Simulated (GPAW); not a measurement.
# Ballistic transport through CN in line between two Ta chains, cheap and dear

Aim: T(E), conductance and thermopower of CN in line between two Ta chains, and what cheaper settings cost in accuracy.

Main program and level: GPAW 26.7.0; GPAW LCAO, PAW setups; Landauer transmission from Green's functions with principal layers (ASE), zero bias.

### Step 1. Starting point

The cell holds 16 atoms: 14 Ta, 1 C and 1 N. Cell: a = 9.000 Å, b = 9.000 Å, c = 35.847 Å, α = 90.0°, β = 90.0°, γ = 90.0°. Regions: left lead, 7 atoms (7 Ta); channel, 2 atoms (1 C and 1 N); right lead, 7 atoms (7 Ta). Vacuum lies along a and b. The structure is stacked along c, and the current runs across the ab planes.

As a file:

```cif
data_structure
_symmetry_space_group_name_H-M 'P 1'
_symmetry_Int_Tables_number 1
_cell_length_a 9.0000
_cell_length_b 9.0000
_cell_length_c 35.8469
_cell_angle_alpha 90.000
_cell_angle_beta 90.000
_cell_angle_gamma 90.000
_cell_volume 2903.60
loop_
_atom_site_label
_atom_site_type_symbol
_atom_site_fract_x
_atom_site_fract_y
_atom_site_fract_z
_atom_site_occupancy
Ta1 Ta 0.50000 0.50000 0.03348 1
Ta2 Ta 0.50000 0.50000 0.10043 1
Ta3 Ta 0.50000 0.50000 0.16738 1
Ta4 Ta 0.50000 0.50000 0.23433 1
Ta5 Ta 0.50000 0.50000 0.30128 1
Ta6 Ta 0.50000 0.50000 0.36823 1
Ta7 Ta 0.50000 0.50000 0.43518 1
C8 C 0.50000 0.50000 0.48388 1
N9 N 0.50000 0.50000 0.51680 1
Ta10 Ta 0.50000 0.50000 0.56482 1
Ta11 Ta 0.50000 0.50000 0.63177 1
Ta12 Ta 0.50000 0.50000 0.69872 1
Ta13 Ta 0.50000 0.50000 0.76567 1
Ta14 Ta 0.50000 0.50000 0.83262 1
Ta15 Ta 0.50000 0.50000 0.89957 1
Ta16 Ta 0.50000 0.50000 0.96652 1
```

### Step 2. Double-zeta polarised basis

Localised orbitals split the wire into layers that couple to their neighbours alone, which is what the Green's function method needs; double zeta with polarisation is the usual level for numbers.

Contents of run.py:

```python
import json
import numpy as np
from ase import Atoms
from ase.transport.calculators import TransportCalculator
from gpaw import GPAW, FermiDirac
from gpaw.lcao.tools import get_lcao_hamiltonian
from scipy.linalg import eigh

# The junction with lead layers at both ends, along the third cell vector
device = Atoms(
    ['Ta', 'Ta', 'Ta', 'Ta', 'Ta', 'Ta', 'Ta', 'C', 'N', 'Ta', 'Ta', 'Ta', 'Ta', 'Ta', 'Ta', 'Ta'],
    positions=[
        [4.50000, 4.50000, 1.20000],
        [4.50000, 4.50000, 3.60000],
        [4.50000, 4.50000, 6.00000],
        [4.50000, 4.50000, 8.40000],
        [4.50000, 4.50000, 10.80000],
        [4.50000, 4.50000, 13.20000],
        [4.50000, 4.50000, 15.60000],
        [4.50000, 4.50000, 17.34550],
        [4.50000, 4.50000, 18.52550],
        [4.50000, 4.50000, 20.24690],
        [4.50000, 4.50000, 22.64690],
        [4.50000, 4.50000, 25.04690],
        [4.50000, 4.50000, 27.44690],
        [4.50000, 4.50000, 29.84690],
        [4.50000, 4.50000, 32.24690],
        [4.50000, 4.50000, 34.64690]],
    cell=[[9.0, 0.0, 0.0], [0.0, 9.0, 0.0], [0.0, 0.0, 35.8469]],
    pbc=True)

# One principal layer of the lead: the first 5 atoms of the device
lead = Atoms(
    ['Ta', 'Ta', 'Ta', 'Ta', 'Ta'],
    positions=[
        [4.50000, 4.50000, 1.20000],
        [4.50000, 4.50000, 3.60000],
        [4.50000, 4.50000, 6.00000],
        [4.50000, 4.50000, 8.40000],
        [4.50000, 4.50000, 10.80000]],
    cell=[[9.0, 0.0, 0.0], [0.0, 9.0, 0.0], [0.0, 0.0, 12.0]],
    pbc=True)

settings = dict(mode='lcao', basis='dzp', xc='PBE', h=0.18,
                occupations=FermiDirac(0.1), maxiter=250,
                mixer=dict(beta=0.1, nmaxold=8, weight=100.0),
                convergence=dict(density=0.0001))
energies = np.arange(-2, 2 + 1e-9, 0.05)
eta = 0.0001
n1, n2 = 1, 1
# k and -k transmit alike, so half of the mesh across the current serves
mesh = [(i, j) for i in range(n1) for j in range(n2) if (i, j) <= (-i % n1, -j % n2)]
weights = np.array([1 if (i, j) == (-i % n1, -j % n2) else 2 for i, j in mesh]) / (n1 * n2)


def ground_state(atoms, size, txt):
    atoms.calc = GPAW(kpts={'size': size, 'gamma': True}, symmetry={'tolerance': 1e-3}, txt=txt, **settings)
    atoms.get_potential_energy()
    return atoms.calc.get_fermi_level()


def blocks(atoms, fermi, points, nz, cells):
    """H - E_F S and S between cell 0 and the cells above it, at each point across the current."""
    kz = np.arange(nz) / nz
    calc = atoms.calc.fixed_density(kpts=[(*k, z) for k in points for z in kz], symmetry='off', txt=None)
    H, S = get_lcao_hamiltonian(calc)
    H = (H - fermi * S).reshape(len(H), len(points), nz, *S.shape[1:])
    S = S.reshape(H.shape[1:])
    phases = [np.exp(-2j * np.pi * kz * R) / nz for R in cells]
    return [(np.einsum('skzij,z->ksij', H, p), np.einsum('kzij,z->kij', S, p)) for p in phases]


def pair(a, b):
    return np.block([[a, b], [b.T.conj(), a]])


def count_channels(h, s, cells, nk=240):
    """Half the number of times that the lead's bands cross each energy, unfolded to its shortest repeat."""
    b = len(h) // cells
    bands = []
    for k in (np.arange(nk + 1) + 0.5) / nk:
        hk, sk = h[:b, :b].copy(), s[:b, :b].copy()
        for R in range(1, cells):
            phase, block = np.exp(2j * np.pi * k * R), slice(R * b, (R + 1) * b)
            hk += h[:b, block] * phase + (h[:b, block] * phase).T.conj()
            sk += s[:b, block] * phase + (s[:b, block] * phase).T.conj()
        bands.append(eigh(hk, sk, eigvals_only=True))
    below = np.array(bands)[:, :, None] < energies
    return (below[1:] != below[:-1]).sum((0, 1)) / 2


fermi_lead = ground_state(lead, (1, 1, 10), 'lead.txt')
fermi_device = ground_state(device, (1, 1, 2), 'device.txt')
T, channels, eigen, tail, misfit, shifts = [], [], [], 0.0, 0.0, []
for first in range(0, len(mesh), 434):
    points = [(i / n1, j / n2) for i, j in mesh[first:first + 434]]
    (H0k, S0k), (H1k, S1k), (H2k, _) = blocks(lead, fermi_lead, points, 5, range(3))
    [(Hk, Sk)] = blocks(device, fermi_device, points, 2, [0])
    tail = max(tail, abs(H2k).max())
    for H0, S0, H1, S1, H, S in zip(H0k, S0k, H1k, S1k, Hk, Sk):
        n = len(S0)
        # Shift the lead onto the potential of the device's first layer
        shift = ((H[:, 0, 0] - H0[:, 0, 0]) / S0[0, 0]).real.mean()
        shifts.append(shift)
        misfit = max(misfit, abs(H[:, :n, :n] - H0 - shift * S0).max())
        Tk, Ck, Ek = [], [], []
        for s in range(len(H)):
            t = s % len(H0)  # a lead without moments serves both spins
            h1, s1 = pair(H0[t] + shift * S0, H1[t] + shift * S1), pair(S0, S1)
            leads = dict(h1=h1, s1=s1, energies=energies, eta=eta, eta1=eta, eta2=eta)
            calc = TransportCalculator(h=H[s], s=S, eigenchannels=3, **leads)
            Tk.append(calc.get_transmission())
            Ek.append(np.sort(calc.eigenchannels_ne, axis=0)[::-1])
            Ck.append(count_channels(h1, s1, 10))
        T.append(Tk)
        channels.append(Ck)
        eigen.append(Ek)
T, channels = np.array(T), np.array(channels)
mean, open_channels = np.einsum('kse,k->se', T, weights), np.einsum('kse,k->se', channels, weights)

print(f'basis functions: device {len(S)}, principal layer {n}')
print(f'Fermi level: lead {fermi_lead:.4f} eV, device {fermi_device:.4f} eV; lead shifted by {np.mean(shifts):.4f} eV')
print(f'largest coupling past the next layer {tail:.2e} eV, largest misfit of the first layer {misfit:.3f} eV')
print('  E-E_F (eV)   ' + 'T (one spin)  channels')
for e, t, c in zip(energies, mean.T, open_channels.T):
    print(f'{e:10.3f}  ', *[f'{x:11.4e}' for x in t], *[f'{x:9.4f}' for x in c])

kT = 8.617333e-5 * 200
fine = np.linspace(energies[0], energies[-1], 4001)
both = np.exp(np.interp(fine, energies, np.log(np.maximum(mean.sum(0) * 2 / len(mean), 1e-30))))
fermi = lambda mu: 1 / (1 + np.exp(np.clip((fine - mu) / kT, -200, 200)))
slope = fermi(0) * (1 - fermi(0)) / kT
G = np.trapezoid(both * slope, fine) / 2
seebeck = -np.trapezoid(both * slope * fine, fine) / (2 * G * 200) * 1e6
print(f'conductance at 200 K: {G:.5g} G0 a cell; thermopower {seebeck:.4g} uV/K')
bias = [0.1, 0.2, 0.5, 1.0, 1.5, 2.0]
current = [38.74 * np.trapezoid(both * (fermi(V / 2) - fermi(-V / 2)), fine) for V in bias]
for V, I in zip(bias, current):
    print(f'current from the zero-bias T(E) at {V} V: {I:.5g} uA')
zero = abs(energies).argmin()
json.dump(dict(energies=energies.tolist(), T=mean.tolist(), channels=open_channels.tolist(), G=G, seebeck=seebeck,
               bias=bias, current=current, tail=tail, misfit=misfit, shift=np.mean(shifts), n_device=len(S), n_lead=n,
               fermi=[fermi_lead, fermi_device], energy=device.get_potential_energy(),
               moments=device.get_magnetic_moments().tolist(), mesh=mesh, weights=weights.tolist(),
               T_k=T[:, :, zero].tolist(), eigen=np.array(eigen[0]).tolist()), open('result.json', 'w'))
```

Started as:

```bash
$ OMP_NUM_THREADS=1 OPENBLAS_NUM_THREADS=1 python run.py
```

What it wrote:

```text
basis functions: device 432, principal layer 145
Fermi level: lead -2.2740 eV, device -2.3140 eV; lead shifted by 0.0154 eV
largest coupling past the next layer 9.06e-08 eV, largest misfit of the first layer 0.165 eV
  E-E_F (eV)   T (one spin)  [channel counts left out]
    -2.000    1.8354e+00
    -1.950    1.8366e+00
    -1.900    1.8373e+00
    -1.850    1.8378e+00
    -1.800    1.8389e+00
    -1.750    1.8414e+00
    -1.700    2.0270e+00
    -1.650    1.8709e+00
    -1.600    1.8747e+00
    -1.550    1.8801e+00
    -1.500    1.8859e+00
    -1.450    1.8918e+00
    -1.400    1.8975e+00
    -1.350    1.9026e+00
    -1.300    1.9064e+00
    -1.250    1.9087e+00
[...]
1.650    4.2177e-02
     1.700    4.1374e-02
     1.750    4.0343e-02
     1.800    3.9016e-02
     1.850    3.7365e-02
     1.900    3.5440e-02
     1.950    3.3392e-02
     2.000    3.1433e-02
conductance at 200 K: 1.9975 G0 a cell; thermopower -0.0202 uV/K
current from the zero-bias T(E) at 0.1 V: 15.476 uA
current from the zero-bias T(E) at 0.2 V: 30.942 uA
current from the zero-bias T(E) at 0.5 V: 77.227 uA
current from the zero-bias T(E) at 1.0 V: 153.69 uA
current from the zero-bias T(E) at 1.5 V: 229.06 uA
current from the zero-bias T(E) at 2.0 V: 303.87 uA
```

Wall time 5 min (1 thread of Arm Neoverse V2, shared host); peak memory 2.1 GiB.

Numbers from this step:

- conductance: 1.998 G₀
- largest coupling past the next principal layer: 9.06e-8 eV
- largest misfit of the first principal layer: 0.1650 eV
- shift that aligns the lead: 0.01545 eV
- basis functions of the junction: 432
- basis functions of a principal layer: 145
- transmission at the Fermi level (one spin): 1.998

One spin. The transmission, zone mean by energy, zero at the Fermi level:

| energy (eV) | transmission, zone mean |
| --- | --- |
| -2.000 | 1.84 |
| -1.800 | 1.84 |
| -1.700 | 2.03 |
| -1.600 | 1.87 |
| -1.400 | 1.90 |
| -1.200 | 1.91 |
| -1.000 | 1.90 |
| -0.800 | 1.89 |
| -0.600 | 1.91 |
| -0.400 | 1.96 |
| -0.200 | 1.99 |
| 0.000 | 2.00 |
| 0.200 | 2.00 |
| 0.400 | 1.99 |
| 0.600 | 1.98 |
| 0.800 | 1.98 |
| 1.000 | 1.96 |
| 1.200 | 1.86 |
| 1.400 | 0.0454 |
| 1.600 | 0.0428 |
| 1.800 | 0.0390 |
| 2.000 | 0.0314 |

Not self-consistent under bias; the bias window is split evenly. Table of current through one cell, from the zero-bias transmission by bias:

| bias (V) | current through one cell, from the zero-bias transmission (μA) |
| --- | --- |
| 0.100 | 15.5 |
| 0.200 | 30.9 |
| 0.500 | 77.2 |
| 1.000 | 154 |
| 1.500 | 229 |
| 2.000 | 304 |

Table of transmission of the three most open eigenchannels by energy, zero at the Fermi level:

| energy (eV) | channel 1 | channel 2 | channel 3 |
| --- | --- | --- | --- |
| -2.000 | 0.913 | 0.913 | 0.00996 |
| -1.800 | 0.919 | 0.919 | 3.8e-4 |
| -1.600 | 0.926 | 0.926 | 0.0169 |
| -1.400 | 0.935 | 0.935 | 0.0209 |
| -1.200 | 0.939 | 0.939 | 0.0253 |
| -1.000 | 0.929 | 0.929 | 0.0306 |
| -0.800 | 0.922 | 0.922 | 0.0359 |
| -0.600 | 0.932 | 0.932 | 0.0404 |
| -0.400 | 0.951 | 0.951 | 0.0438 |
| -0.200 | 0.963 | 0.963 | 0.0462 |
| 0.000 | 0.966 | 0.966 | 0.0478 |
| 0.200 | 0.964 | 0.964 | 0.0485 |
| 0.400 | 0.962 | 0.962 | 0.0480 |
| 0.600 | 0.960 | 0.960 | 0.0462 |
| 0.800 | 0.960 | 0.960 | 0.0435 |
| 1.000 | 0.952 | 0.952 | 0.0402 |
| 1.200 | 0.907 | 0.907 | 0.0372 |
| 1.400 | 0.0349 | 0.00922 | 6.3e-4 |
| 1.600 | 0.0331 | 0.00887 | 4.1e-4 |
| 1.800 | 0.0313 | 0.00728 | 2.3e-4 |
| 2.000 | 0.0292 | 0.00202 | 1.2e-4 |

Couplings past the next layer reach 9.1e-8 eV, small enough to drop; the matrix elements of the cell's first layer differ from the bulk lead's by up to 0.16 eV. That layer keeps its own values in the calculation, and only beyond it is the lead taken as perfect. The Fermi levels of lead and junction count from different zeros of potential, one for each periodic cell; with both set to zero, the small remaining shift is what aligns them. Without spin-orbit coupling, which is large for these atoms, channel counts and T are those of the scalar-relativistic bands. By hand: G = 1.998 × 77.48 μS = 155 μS, a resistance of 6.46 kΩ; at 0.1 V a linear junction would pass 15.5 μA, and the integral over the bias window gives 15.5 μA.

### Step 3. Single-zeta polarised basis

The second zeta is dropped, the polarisation orbitals stay.

Edit run.py of step 2 so:

```diff
@@ -43,3 +43,3 @@
 
-settings = dict(mode='lcao', basis='dzp', xc='PBE', h=0.18,
+settings = dict(mode='lcao', basis='szp(dzp)', xc='PBE', h=0.18,
                 occupations=FermiDirac(0.1), maxiter=250,
```

What it wrote:

```text
basis functions: device 242, principal layer 80
Fermi level: lead -2.3123 eV, device -2.3953 eV; lead shifted by 0.0264 eV
largest coupling past the next layer 9.07e-08 eV, largest misfit of the first layer 0.144 eV
  E-E_F (eV)   T (one spin)  [channel counts left out]
    -2.000    1.8115e+00
    -1.950    1.8226e+00
    -1.900    1.8302e+00
    -1.850    1.8346e+00
    -1.800    1.8369e+00
    -1.750    1.8383e+00
    -1.700    1.8395e+00
    -1.650    1.8694e+00
    -1.600    1.8607e+00
    -1.550    1.8668e+00
    -1.500    1.8740e+00
    -1.450    1.8819e+00
    -1.400    1.8901e+00
    -1.350    1.8978e+00
    -1.300    1.9043e+00
    -1.250    1.9089e+00
[...]
1.650    3.6296e-02
     1.700    3.5608e-02
     1.750    3.4806e-02
     1.800    3.3877e-02
     1.850    3.2835e-02
     1.900    3.1733e-02
     1.950    3.0649e-02
     2.000    2.9638e-02
conductance at 200 K: 1.9916 G0 a cell; thermopower 0.01877 uV/K
current from the zero-bias T(E) at 0.1 V: 15.43 uA
current from the zero-bias T(E) at 0.2 V: 30.853 uA
current from the zero-bias T(E) at 0.5 V: 77.033 uA
current from the zero-bias T(E) at 1.0 V: 153.51 uA
current from the zero-bias T(E) at 1.5 V: 228.99 uA
current from the zero-bias T(E) at 2.0 V: 303.87 uA
```

The job ended after 2.9 min (1 thread; peak memory 2 GiB).

This step gave:

- conductance: 1.992 G₀
- largest coupling past the next principal layer: 9.07e-8 eV
- largest misfit of the first principal layer: 0.1443 eV
- shift that aligns the lead: 0.02640 eV
- basis functions of the junction: 242
- basis functions of a principal layer: 80
- transmission at the Fermi level (one spin): 1.992

One spin. The transmission, zone mean by energy, zero at the Fermi level:

| energy (eV) | transmission, zone mean |
| --- | --- |
| -2.000 | 1.81 |
| -1.800 | 1.84 |
| -1.600 | 1.86 |
| -1.400 | 1.89 |
| -1.200 | 1.91 |
| -1.000 | 1.90 |
| -0.800 | 1.90 |
| -0.600 | 1.93 |
| -0.400 | 1.96 |
| -0.200 | 1.98 |
| -0.050 | 1.99 |
| 0.000 | 1.99 |
| 0.200 | 1.99 |
| 0.400 | 1.98 |
| 0.600 | 1.97 |
| 0.800 | 1.97 |
| 1.000 | 1.96 |
| 1.200 | 1.90 |
| 1.400 | 0.270 |
| 1.600 | 0.0369 |
| 1.800 | 0.0339 |
| 2.000 | 0.0296 |

Not self-consistent under bias; the bias window is split evenly. The current through one cell, from the zero-bias transmission by bias:

| bias (V) | current through one cell, from the zero-bias transmission (μA) |
| --- | --- |
| 0.100 | 15.4 |
| 0.200 | 30.9 |
| 0.500 | 77.0 |
| 1.000 | 154 |
| 1.500 | 229 |
| 2.000 | 304 |

Transmission of the three most open eigenchannels against energy, zero at the Fermi level:

| energy (eV) | channel 1 | channel 2 | channel 3 |
| --- | --- | --- | --- |
| -2.00 | 0.898 | 0.898 | 0.0154 |
| -1.90 | 0.910 | 0.910 | 0.0102 |
| -1.80 | 0.916 | 0.916 | 0.00470 |
| -1.70 | 0.920 | 0.920 | 3.1e-4 |
| -1.55 | 0.925 | 0.925 | 0.0137 |
| -1.45 | 0.930 | 0.930 | 0.0172 |
| -1.35 | 0.937 | 0.937 | 0.0200 |
| -1.25 | 0.941 | 0.941 | 0.0223 |
| -1.15 | 0.941 | 0.941 | 0.0245 |
| -1.05 | 0.937 | 0.937 | 0.0269 |
| -0.90 | 0.929 | 0.929 | 0.0308 |
| -0.80 | 0.929 | 0.929 | 0.0334 |
| -0.70 | 0.934 | 0.934 | 0.0359 |
| -0.60 | 0.941 | 0.941 | 0.0381 |
| -0.50 | 0.950 | 0.950 | 0.0401 |
| -0.40 | 0.958 | 0.958 | 0.0418 |
| -0.25 | 0.965 | 0.965 | 0.0439 |
| -0.15 | 0.966 | 0.966 | 0.0451 |
| -0.05 | 0.966 | 0.966 | 0.0462 |
| 0.00 | 0.965 | 0.965 | 0.0466 |
| 0.05 | 0.965 | 0.965 | 0.0470 |
| 0.15 | 0.964 | 0.964 | 0.0476 |
| 0.25 | 0.963 | 0.963 | 0.0478 |
| 0.40 | 0.961 | 0.961 | 0.0474 |
| 0.50 | 0.960 | 0.960 | 0.0466 |
| 0.60 | 0.959 | 0.959 | 0.0453 |
| 0.70 | 0.958 | 0.958 | 0.0437 |
| 0.80 | 0.959 | 0.959 | 0.0420 |
| 0.90 | 0.959 | 0.959 | 0.0401 |
| 1.05 | 0.953 | 0.953 | 0.0374 |
| 1.15 | 0.935 | 0.935 | 0.0358 |
| 1.25 | 0.927 | 0.927 | 0.0345 |
| 1.35 | 0.887 | 0.887 | 0.0333 |
| 1.45 | 0.0323 | 0.00545 | 4.4e-4 |
| 1.55 | 0.0314 | 0.00527 | 3.8e-4 |
| 1.70 | 0.0302 | 0.00485 | 2.9e-4 |
| 1.80 | 0.0294 | 0.00409 | 2.1e-4 |
| 1.90 | 0.0286 | 0.00274 | 1.7e-4 |
| 2.00 | 0.0283 | 0.00116 | 9.2e-5 |

The conductance, 1.99 G₀, lies 0.3 % below that of the dzp run.

### Step 4. Minimal basis

One function for each valence shell of the setup, as for a first survey of a large system.

Edit run.py of step 3 so:

```diff
@@ -43,3 +43,3 @@
 
-settings = dict(mode='lcao', basis='szp(dzp)', xc='PBE', h=0.18,
+settings = dict(mode='lcao', basis='sz(dzp)', xc='PBE', h=0.18,
                 occupations=FermiDirac(0.1), maxiter=250,
```

What it wrote:

```text
basis functions: device 190, principal layer 65
Fermi level: lead -2.3287 eV, device -2.4178 eV; lead shifted by 0.0244 eV
largest coupling past the next layer 9.07e-08 eV, largest misfit of the first layer 0.135 eV
  E-E_F (eV)   T (one spin)  [channel counts left out]
    -2.000    1.8158e+00
    -1.950    1.8319e+00
    -1.900    1.8423e+00
[...]
1.950    3.0566e-02
     2.000    2.9541e-02
conductance at 200 K: 2.0001 G0 a cell; thermopower 0.04056 uV/K
current from the zero-bias T(E) at 0.1 V: 15.496 uA
current from the zero-bias T(E) at 0.2 V: 30.987 uA
current from the zero-bias T(E) at 0.5 V: 77.376 uA
current from the zero-bias T(E) at 1.0 V: 154.18 uA
current from the zero-bias T(E) at 1.5 V: 229.95 uA
current from the zero-bias T(E) at 2.0 V: 305.2 uA
```

The job ended after 2.4 min (1 thread; peak memory 1.9 GiB).

This step gave:

* conductance: 2.000 G₀
* largest misfit of the first principal layer: 0.1351 eV
* shift that aligns the lead: 0.02439 eV
* basis functions of the junction: 190
* basis functions of a principal layer: 65
* transmission at the Fermi level (one spin): 2.000

One spin. Transmission, zone mean against energy, zero at the Fermi level:

| energy (eV) | transmission, zone mean |
| --- | --- |
| -2.00 | 1.82 |
| -1.90 | 1.84 |
| -1.80 | 1.85 |
| -1.70 | 1.86 |
| -1.55 | 1.88 |
| -1.45 | 1.90 |
| -1.35 | 1.92 |
| -1.25 | 1.93 |
| -1.15 | 1.93 |
| -1.05 | 1.92 |
| -0.90 | 1.91 |
| -0.80 | 1.91 |
| -0.70 | 1.92 |
| -0.60 | 1.94 |
| -0.50 | 1.96 |
| -0.40 | 1.98 |
| -0.25 | 1.99 |
| -0.15 | 2.00 |
| -0.05 | 2.00 |
| 0.00 | 2.00 |
| 0.05 | 2.00 |
| 0.15 | 2.00 |
| 0.25 | 1.99 |
| 0.40 | 1.99 |
| 0.50 | 1.98 |
| 0.60 | 1.98 |
| 0.70 | 1.98 |
| 0.80 | 1.98 |
| 0.90 | 1.98 |
| 1.05 | 1.98 |
| 1.15 | 1.96 |
| 1.25 | 1.93 |
| 1.35 | 1.94 |
| 1.45 | 0.156 |
| 1.55 | 0.0377 |
| 1.70 | 0.0356 |
| 1.80 | 0.0338 |
| 1.90 | 0.0317 |
| 2.00 | 0.0295 |

The conductance equals that of the dzp run to 0.2 %.

### Step 5. LDA in the dzp basis: xc = "LDA"

Back in the dzp basis, the functional changes from PBE to LDA, to set the spread between functionals beside that between bases.

Edit run.py of step 4 so:

```diff
@@ -43,3 +43,3 @@
 
-settings = dict(mode='lcao', basis='sz(dzp)', xc='PBE', h=0.18,
+settings = dict(mode='lcao', basis='dzp', xc='LDA', h=0.18,
                 occupations=FermiDirac(0.1), maxiter=250,
```

What it wrote:

```text
basis functions: device 432, principal layer 145
Fermi level: lead -2.5176 eV, device -2.5670 eV; lead shifted by 0.0252 eV
largest coupling past the next layer 9.78e-08 eV, largest misfit of the first layer 0.165 eV
  E-E_F (eV)   T (one spin)  [channel counts left out]
    -2.000    1.8355e+00
    -1.950    1.8367e+00
    -1.900    1.8384e+00
[...]
1.950    2.6935e-02
     2.000    2.5950e-02
conductance at 200 K: 2.0014 G0 a cell; thermopower 0.01703 uV/K
current from the zero-bias T(E) at 0.1 V: 15.505 uA
current from the zero-bias T(E) at 0.2 V: 31.002 uA
current from the zero-bias T(E) at 0.5 V: 77.37 uA
current from the zero-bias T(E) at 1.0 V: 153.96 uA
current from the zero-bias T(E) at 1.5 V: 229.54 uA
current from the zero-bias T(E) at 2.0 V: 304.79 uA
```

Wall time 4.3 min (1 thread); peak memory 2.1 GiB.

This step gave:

- conductance: 2.001 G₀
- largest coupling past the next principal layer: 9.78e-8 eV
- largest misfit of the first principal layer: 0.1654 eV
- shift that aligns the lead: 0.02516 eV
- basis functions of the junction: 432
- basis functions of a principal layer: 145
- transmission at the Fermi level (one spin): 2.002

The conductance equals that of the dzp run to 0.2 %.

### Step 6. All levels side by side

Times are for 1 thread of Arm Neoverse V2, shared host. Results by setting:

| no. | run | conductance (G₀) | time | memory (GiB) |
| --- | --- | --- | --- | --- |
| 1 | dzp | 1.998 | 5 min | 2.1 |
| 2 | szp | 1.992 | 2.9 min | 2.0 |
| 3 | sz | 2.000 | 2.4 min | 1.9 |
| 4 | dzp LDA | 2.001 | 4.3 min | 2.1 |

(Part 1 of 2 ends here.)

[Logs are printed without paths, hosts, clocks, repeated set-up lines and the standing remarks that a program may print on its own settings, such as how far it seeks lower states.]

[Hosts, paths, dates, database ids (printed as entryN), source tags and the programs' standing remarks are cut or masked in the printed files.]
